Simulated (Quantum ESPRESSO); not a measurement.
## CaO (Lime): the LO frequency by hand

Aim: work out the LO frequency and the static dielectric constant of CaO (Lime) from one linear-response run, then check them.

Method: DFT LDA, scalar-relativistic, plane waves, PseudoDojo norm-conserving pseudopotentials, in Quantum ESPRESSO 7.5.

### Step 1. The relaxed structure

The structure is cubic, space group Fm-3m (No. 225). Conventional cell: a = 4.704 Å, b = 4.704 Å, c = 4.704 Å, α = 90.00°, β = 90.00°, γ = 90.00°. Ca has 6 O at 2.35 Å nearest. Nearest to O lie 6 Ca at 2.35 Å. Farther neighbours and most contacts between anions are not listed.

Coordinates:

```cif
data_structure
_symmetry_space_group_name_H-M 'P 1'
_symmetry_Int_Tables_number 1
_cell_length_a 3.3263
_cell_length_b 3.3263
_cell_length_c 3.3263
_cell_angle_alpha 60.000
_cell_angle_beta 60.000
_cell_angle_gamma 60.000
_cell_volume 26.02
loop_
_atom_site_label
_atom_site_type_symbol
_atom_site_fract_x
_atom_site_fract_y
_atom_site_fract_z
_atom_site_occupancy
Ca1 Ca 0.00000 0.00000 0.00000 1
O2 O 0.50000 0.50000 0.50000 1
```

This is the cell after its relaxation at this level of theory, not the database cell from which that began.

### Step 2. What the response run gave

A linear-response run on the relaxed cell, with the response to an electric field; only its zone-centre results are used. Cutoff 92 Ry, k mesh 8×8×8.

Log:

```text
[banners, grids, parts of the stress and lines that vanish by symmetry left out]
Program PHONON v.7.5
     Reading xml data from directory:

[...]
Exchange-correlation= PW
                           (   1   4   0   0   0   0   0)
[...]
(   8 q-points):
[...]
kinetic-energy cut-off    =      92.0000  Ry
     charge density cut-off    =     368.0000  Ry
     convergence threshold     =      1.0E-18
[...]
Exchange-correlation= PW
                           (   1   4   0   0   0   0   0)
[...]
q = (   0.0000000   0.0000000   0.0000000 )
     49 Sym.Ops. (with q -> -q+G )
     G cutoff =  736.6205  (  20875 G-vectors)     FFT grid: ( 40, 40, 40)
     number of k points=    29
[...]
Mode symmetry, O_h (m-3m)  point group:
[...]
Dielectric constant
[...]
End of electric fields calculation
          Dielectric constant in cartesian axis
          (       3.869324157      -0.000000000      -0.000000000 )
          (      -0.000000000       3.869324157       0.000000000 )
          (      -0.000000000       0.000000000       3.869324157 )
          Effective charges (d Force / dE) in cartesian axis without acoustic sum rule applied (asr)
           atom    1  Ca    Mean Z*:        2.37861
      Ex  (        2.37861        0.00000        0.00000 )
      Ey  (        0.00000        2.37861        0.00000 )
      Ez  (        0.00000        0.00000        2.37861 )
           atom    2  O     Mean Z*:       -2.37846
      Ex  (       -2.37846        0.00000        0.00000 )
      Ey  (        0.00000       -2.37846       -0.00000 )
      Ez  (        0.00000       -0.00000       -2.37846 )
          Effective charges Sum: Mean:        0.00015
[...]
Effective charges (d Force / dE) in cartesian axis with asr applied:
           atom    1  Ca    Mean Z*:        2.37854
[...]
atom    2  O     Mean Z*:       -2.37854
[...]
Representation #   1 modes #   1   2   3
[...]
End of self-consistent calculation
     Convergence has been achieved
     Representation #   2 modes #   4   5   6
[...]
End of self-consistent calculation
     Convergence has been achieved
[...]
Dielectric constant in cartesian axis
          (       3.869324157      -0.000000000      -0.000000000 )
          (      -0.000000000       3.869324157       0.000000000 )
          (      -0.000000000       0.000000000       3.869324157 )
          Effective charges (d Force / dE) in cartesian axis without acoustic sum rule applied (asr)
           atom    1  Ca    Mean Z*:        2.37861
[...]
Mode symmetry, C_s (m)     point group:
[...]
q = (    0.750000000  -0.250000000   0.750000000 )
[...]
Mode symmetry, C_s (m)     point group:
     freq (   1-   1) =        200.1  [cm-1]   --> A''
     freq (   2-   2) =        236.6  [cm-1]   --> A'
     freq (   3-   3) =        318.4  [cm-1]   --> A''
     freq (   4-   4) =        320.3  [cm-1]   --> A'
     freq (   5-   5) =        342.4  [cm-1]   --> A'
     freq (   6-   6) =        439.7  [cm-1]   --> A'
[...]
Mode symmetry, C_2v (mm2)  point group:
[...]
q = (    0.500000000   0.000000000   0.500000000 )
[...]
Mode symmetry, C_2v (mm2)  point group:
     freq (   1-   1) =        187.2  [cm-1]   --> B_1  D_3  S_3
     freq (   2-   2) =        226.6  [cm-1]   --> B_2  D_4  S_4
     freq (   3-   3) =        307.7  [cm-1]   --> A_1  D_1  S_1
     freq (   4-   4) =        323.8  [cm-1]   --> B_1  D_3  S_3
     freq (   5-   5) =        332.5  [cm-1]   --> B_2  D_4  S_4
     freq (   6-   6) =        479.6  [cm-1]   --> A_1  D_1  S_1
[...]
Mode symmetry, D_4h(4/mmm) point group:
[...]
Convergence has been achieved
[...]
Convergence has been achieved
[...]
Convergence has been achieved
[...]
Convergence has been achieved
[...]
q = (    0.000000000  -1.000000000   0.000000000 )
[...]
freq (    5) =       9.429916 [THz] =     314.548130 [cm-1]
     freq (    6) =      11.796118 [THz] =     393.476151 [cm-1]
[...]
Mode symmetry, D_4h(4/mmm) point group:
     freq (   1-   2) =        205.3  [cm-1]   --> E_u  X_5' M_5'
     freq (   3-   3) =        312.0  [cm-1]   --> A_2u X_4' M_4'
     freq (   4-   5) =        314.5  [cm-1]   --> E_u  X_5' M_5'
     freq (   6-   6) =        393.5  [cm-1]   --> A_2u X_4' M_4'
[...]
Mode symmetry, D_2d (-42m) point group:
[...]
Representation #   1 mode #   1
[...]
Convergence has been achieved
     Representation #   2 mode #   2
[...]
Convergence has been achieved
     Representation #   3 modes #   3   4
[...]
End of self-consistent calculation
     Convergence has been achieved
     Representation #   4 modes #   5   6
[...]
End of self-consistent calculation
     Convergence has been achieved
[...]
q = (   -0.500000000  -1.000000000   0.000000000 )
[...]
freq (    1) =       7.533871 [THz] =     251.302897 [cm-1]
     freq (    2) =       8.277391 [THz] =     276.104028 [cm-1]
     freq (    3) =       8.277391 [THz] =     276.104028 [cm-1]
     freq (    4) =      10.589209 [THz] =     353.217977 [cm-1]
     freq (    5) =      10.589209 [THz] =     353.217977 [cm-1]
     freq (    6) =      11.187700 [THz] =     373.181493 [cm-1]
[...]
Mode symmetry, D_2d (-42m) point group:
     freq (   1-   1) =        251.3  [cm-1]   --> B_2  X_3  W_2
     freq (   2-   3) =        276.1  [cm-1]   --> E    X_5  W_3
     freq (   4-   5) =        353.2  [cm-1]   --> E    X_5  W_3
     freq (   6-   6) =        373.2  [cm-1]   --> A_1  X_1  W_1

   JOB DONE.
```

| quantity | value |
| --- | --- |
| cell volume Ω (Å³) | 26.024 |
| mass of Ca (u) | 40.078 |
| mass of O (u) | 15.999 |
| Born charge of Ca, raw (e) | 2.379 |
| Born charge of O, raw (e) | -2.378 |
| ε∞ | 3.869 |
| ω(TO) after the sum rule (cm⁻¹) | 290.9 |

### Step 3. The calculation

The charges must sum to zero over the cell; taking off their mean, 0.000 e, leaves Z* = 2.379 e on Ca. In the polar mode Ca moves against O, so the reduced mass is μ = 40.08 × 16.00 / 56.08 = 11.434 u.

A longitudinal wave builds up a field that adds to the restoring force: ω(LO)² = ω(TO)² + 4π Z*² / (μ Ω ε∞), in Hartree atomic units. With μ = 20844 electron masses and Ω = 175.62 bohr³ the second term is 5.0194e-06 Ha², or 241781 cm⁻² (1 Ha = 219474.6 cm⁻¹).

So ω(LO) = √(84611 + 241781) = 571.3 cm⁻¹, and by the Lyddane-Sachs-Teller relation ε₀ = ε∞ (ω(LO)/ω(TO))² = 14.93.

### Step 4. Check against the program

The analysis program adds the same non-analytic term to the full matrix, here for q along (1 0 0).

Log:

```text
[banner, memory and clock lines left out]
Program DYNMAT v.7.5

     Reading Dynamical Matrix from file x.dyn1
     ...Force constants read
     ...epsilon and Z* read

     Polarizability (A^3 units)
     multiply by 0.511132 for Clausius-Mossotti correction
         5.942193   -0.000000   -0.000000
        -0.000000    5.942193    0.000000
        -0.000000    0.000000    5.942193

     IR activities are in (D/A)^2/amu units

# mode   [cm-1]    [THz]      IR
    1     -0.00   -0.0000    0.0000
    2     -0.00   -0.0000    0.0000
    3     -0.00   -0.0000    0.0000
    4    290.88    8.7204   11.4150
    5    290.88    8.7204   11.4150
    6    571.31   17.1273   11.4150
```

ε₀ comes from the program's run without a direction of q.

| quantity | by hand | program |
| --- | --- | --- |
| ω(LO) (cm⁻¹) | 571.3 | 571.3 |
| ε₀ | 14.93 | 14.93 |

### Step 5. Summary of results

* TO mode: 290.9 cm⁻¹
* LO mode: 571.3 cm⁻¹
* static dielectric constant: 14.93

The LO mode of CaO (Lime) lies at 571 cm⁻¹, 280 cm⁻¹ above the TO mode; the formula meets the program within 0.1 cm⁻¹, as it must for a cubic crystal with one polar mode. ω(LO)² − ω(TO)² goes with Z*²/ε∞: an error of 5 % in ε∞ would move the LO mode by 10.2 cm⁻¹, and semilocal functionals tend to overestimate ε∞. These are harmonic values at zero temperature, at the volume of this functional, for the structure held cubic; stability elsewhere in the zone is no part of this calculation.

[Host names and launcher messages were left out of these logs when they were recorded.]

[Logs are printed without paths, hosts, clocks, repeated set-up lines and the standing remarks that a program may print on its own settings, such as how far it seeks lower states.]

[Hosts, paths, dates, database ids (printed as entryN), source tags and the programs' standing remarks are cut or masked in the printed files.]
